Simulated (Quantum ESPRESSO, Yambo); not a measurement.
# PbO (P4/nmm): Bethe-Salpeter spectra with Yambo, part 2 of 2

Aim: follow the lowest exciton of PbO (P4/nmm) as the mesh is refined.

Quantum ESPRESSO 7.5 and Yambo 5.3.0; PBE and many-body steps on it, plane waves. Known limits of the many-body steps: not at the basis limit; no spin-orbit coupling; coarse k mesh; bindings not settled in the k mesh.

So far. Step 24 (Triplet (no exchange term)): The lowest triplet lies at 1.904 eV; without spin-orbit coupling triplets are dark, so no spectrum is read. Step 25 (Empty states on the mesh, 10×10×8 mesh, 46 bands): On this mesh the gap is 1.140 eV.

The database entry behind the starting cell differs from later determinations by our own check (c about 1 % long), so it need not match the best structure at ambient conditions.

### 27. k mesh (10×10×8)

This step: Bethe-Salpeter equation on PBE with a scissors shift, plane waves, norm-conserving pseudopotentials.

Input file bse18.in:

```
optics
bss
bse
em1s
dipoles
rim_cut
RandQpts= 1000000
RandGvec= 1 RL
Chimod= "HARTREE"
BSKmod= "SEX"
BSEmod= "resonant"
BSSmod= "d"
BSENGexx= 20 Ry
BSENGBlk= 4 Ry
% BSEQptR
 1 | 1 |
%
% BSEBands
 27 | 30 |
%
% BEnRange
 0 | 4 | eV
%
% BDmRange
 0.1 | 0.1 | eV
%
BEnSteps= 81
% BLongDir
 1 | 0 | 0 |
%
% BndsRnXs
 9 | 46 |
%
NGsBlkXs= 4 Ry
% LongDrXs
 1 | 1 | 1 |
%
% KfnQP_E
 -0.044 | 1.0 | 1.0 |
%
WRbsWF
FFTGvecs= 34 Ry
```

Run with:

```console
$ OMP_NUM_THREADS=1 mpirun -n 4 yambo -F bse18.in -J bse18 -C bse18 > bse18.log
```

The job ended after 11 min (4 MPI ranks of Arm Neoverse V1, shared host; peak memory 2.1 GiB).

This step gave:

- transitions in the window: 3200
- direct gap of the transition levels: 2.096 eV
- lowest state: 1.943 eV
- first strong exciton (over a fiftieth of the strongest listed): 1.943 eV
- binding of the lowest state below the direct gap: 0.1524 eV
- Coulomb term of one mesh cell: 0.1651 eV

The binding is 0.92 times the screened Coulomb term of one mesh cell (0.17 eV), so it is not shown settled.

The lowest state lies at 1.943 eV, 0.152 eV under the direct gap.

The window of bands is narrower than in the first exciton run, so this row is not like for like with it.

The program warns that the window of bands cuts a degenerate level, which breaks the symmetry of states and spectrum.

### 28. Triplet (no exchange term)

bse19.in, as its differences from bse18.in of step 27:

```diff
@@ -12,3 +12,3 @@
 BSSmod= "d"
-BSENGexx= 20 Ry
+BSENGexx= 1 RL
 BSENGBlk= 4 Ry
```

Run with:

```console
$ OMP_NUM_THREADS=1 mpirun -n 4 yambo -F bse19.in -J bse19,bse18_W -C bse19 > bse19.log
```

Wall time 2.4 min (4 MPI ranks); peak memory 2.1 GiB.

The lowest triplet lies at 1.942 eV; without spin-orbit coupling triplets are dark, so no spectrum is read.

The program warns that the window of bands cuts a degenerate level, which breaks the symmetry of states and spectrum.

### 29. Spectrum in a wider window

Input file bse20.in:

```
optics
bss
bse
em1s
dipoles
rim_cut
RandQpts= 1000000
RandGvec= 1 RL
Chimod= "HARTREE"
BSKmod= "SEX"
BSEmod= "resonant"
BSSmod= "h"
BSENGexx= 20 Ry
BSENGBlk= 4 Ry
% BSEQptR
 1 | 1 |
%
% BSEBands
 25 | 32 |
%
% BEnRange
 0 | 7 | eV
%
% BDmRange
 0.1 | 0.1 | eV
%
BEnSteps= 141
% BLongDir
 1 | 0 | 0 |
%
% BndsRnXs
 9 | 46 |
%
NGsBlkXs= 4 Ry
% LongDrXs
 1 | 1 | 1 |
%
% KfnQP_E
 -0.044 | 1.0 | 1.0 |
%
BSHayTrs= -0.02
FFTGvecs= 34 Ry
```

Run with:

```console
$ OMP_NUM_THREADS=1 mpirun -n 4 yambo -F bse20.in -J bse20,bse18_W -C bse20 > bse20.log
```

Run time: 6.7 min. Hardware: 4 MPI ranks; peak memory 3.3 GiB.

Numbers from this step:

| Quantity | Value |
| --- | --- |
| transitions in the window | 12800 |
| direct gap of the transition levels | 2.096 eV |

Field along x; broadening 0.1 eV; transition window only. Limits: finite bands, cutoff and mesh; no spin-orbit coupling; exciton not shown settled in the k mesh. ε₂ against photon energy; read off at these points:

```tsv
photon energy (eV)	BSE	no electron-hole interaction
0.000	0.0854	0.0573
0.250	0.100	0.0654
0.500	0.120	0.0755
0.750	0.147	0.0883
1.000	0.186	0.105
1.250	0.245	0.129
1.500	0.351	0.163
1.750	0.642	0.223
2.000	1.57	0.418
2.250	2.41	0.740
2.500	4.13	1.23
2.750	8.35	2.19
3.000	20.8	2.77
3.250	15.7	7.38
3.500	13.9	10.2
3.750	11.2	11.8
3.900	8.27	14.4
4.000	7.41	13.9
4.250	5.69	12.3
4.500	5.95	9.73
4.750	4.64	9.00
5.000	4.42	6.57
5.250	3.83	6.19
5.500	3.22	5.39
5.750	3.11	4.53
6.000	2.76	4.49
6.250	2.16	4.29
6.500	1.64	3.58
6.750	1.69	2.62
7.000	1.20	2.95
```

### 30. The runs together

Times are wall times on 4 MPI ranks of Arm Neoverse V1, shared host, good to a factor of about two.

```tsv
run	mesh	transitions	broadening (eV)	direct gap (eV)	lowest state (eV)	binding (eV)	mesh cell's term (eV)	tallest peak (eV)	height	time
excitons	4×4×2	512	0.1	2.096	1.721	0.374	0.454	3.05	26.2	6.9 s
triplet (no exchange term)	4×4×2	512	0.1	2.096	1.711	0.385	0.454	-	-	2.1 s
k mesh (4×4×4)	4×4×4	1024	0.1	2.096	1.775	0.321	0.371	2.95	19.5	17 s
triplet (no exchange term)	4×4×4	1024	0.1	2.096	1.768	0.327	0.371	-	-	7.1 s
k mesh (6×6×4)	6×6×4	2304	0.1	2.096	1.841	0.255	0.292	3.40	21.2	84 s
triplet (no exchange term)	6×6×4	2304	0.1	2.096	1.838	0.258	0.292	-	-	52 s
k mesh (6×6×6)	6×6×6	3456	0.1	2.096	1.868	0.228	0.255	3.00	18.9	3.6 min
triplet (no exchange term)	6×6×6	3456	0.1	2.096	1.865	0.231	0.255	-	-	2.7 min
k mesh (8×8×6)	8×8×6	3456	0.1	2.096	1.906	0.190	0.211	3.20	19.3	5.2 min
triplet (no exchange term)	8×8×6	3456	0.1	2.096	1.904	0.192	0.211	-	-	2.7 min
k mesh (10×10×8)	10×10×8	3200	0.1	2.096	1.943	0.152	0.165	3.10	13.7	11 min
triplet (no exchange term)	10×10×8	3200	0.1	2.096	1.942	0.154	0.165	-	-	2.4 min
spectrum in a wider window	10×10×8	12800	0.1	2.096	-	-	-	3.00	20.8	6.7 min
```

### 31. Summary of results

| Item | Value |
| --- | --- |
| excitons | lowest state 1.721 eV (not settled in the k mesh) |
| triplet (no exchange term) | lowest state 1.711 eV (not settled in the k mesh) |
| k mesh (4×4×4) | lowest state 1.775 eV (not settled in the k mesh) |
| triplet (no exchange term) | lowest state 1.768 eV (not settled in the k mesh) |
| k mesh (6×6×4) | lowest state 1.841 eV (not settled in the k mesh) |
| triplet (no exchange term) | lowest state 1.838 eV (not settled in the k mesh) |
| k mesh (6×6×6) | lowest state 1.868 eV (not settled in the k mesh) |
| triplet (no exchange term) | lowest state 1.865 eV (not settled in the k mesh) |
| k mesh (8×8×6) | lowest state 1.906 eV (not settled in the k mesh) |
| triplet (no exchange term) | lowest state 1.904 eV (not settled in the k mesh) |

On the 4×4×2 mesh the lowest exciton lies at 1.721 eV, 0.374 eV below the direct gap; one cell of the mesh carries a screened Coulomb term of 0.45 eV by a cubic estimate, rough for this lattice, so this binding is not shown settled. Triplet (no exchange term), against «excitons (4×4×2)»: the lowest state moves by −0.011 eV (keys changed: BSENGexx). Triplets are dark. k mesh (4×4×4), against «excitons (4×4×2)»: the lowest state moves by +0.054 eV. Triplet (no exchange term), against «k mesh (4×4×4)»: the lowest state moves by −0.007 eV (keys changed: BSENGexx). Triplets are dark. k mesh (6×6×4), against «k mesh (4×4×4)»: the lowest state moves by +0.066 eV. Triplet (no exchange term), against «k mesh (6×6×4)»: the lowest state stays within 0.01 eV (keys changed: BSENGexx). Triplets are dark. k mesh (6×6×6), against «k mesh (6×6×4)»: the lowest state moves by +0.027 eV. Triplet (no exchange term), against «k mesh (6×6×6)»: the lowest state stays within 0.01 eV (keys changed: BSENGexx). Triplets are dark. k mesh (8×8×6), against «k mesh (6×6×6)»: the lowest state moves by +0.038 eV (keys changed: BSEBands, the mesh and the band window). Triplet (no exchange term), against «k mesh (8×8×6)»: the lowest state stays within 0.01 eV (keys changed: BSENGexx). Triplets are dark. A rigid shift treats all transitions alike. In the G0W0 table the openings from the upper filled bands to the empty bands at the same k run from −0.04 to +0.44 eV (median +0.18), where the shift is −0.04 eV, so peaks stand off by such differences. Lines within a few meV of each other can be one level split by numerical noise, or distinct levels. Screening is static and electronic alone, and only transitions inside the band window count. The 4×4×2 mesh is coarse for this cell, which bears on the long-range parts of exchange and screening. Where an edge is built on 6p states of lead, bismuth or thallium, scalar-relativistic gaps usually stand too wide, by a few tenths to over one eV. The many-body steps are scalar-relativistic: spin-orbit coupling is not in them.

[Paths, hosts, dates, memory and timing lines, banners, echoed tables and standing remarks are left out of the program output.]

[Logs are printed without paths, hosts, clocks, repeated set-up lines and the standing remarks that a program may print on its own settings, such as how far it seeks lower states.]

[Runs of the session that timed out or met a known fault of the program may be left out.]

[Hosts, paths, dates, database ids (printed as entryN), source tags and the programs' standing remarks are cut or masked in the printed files.]
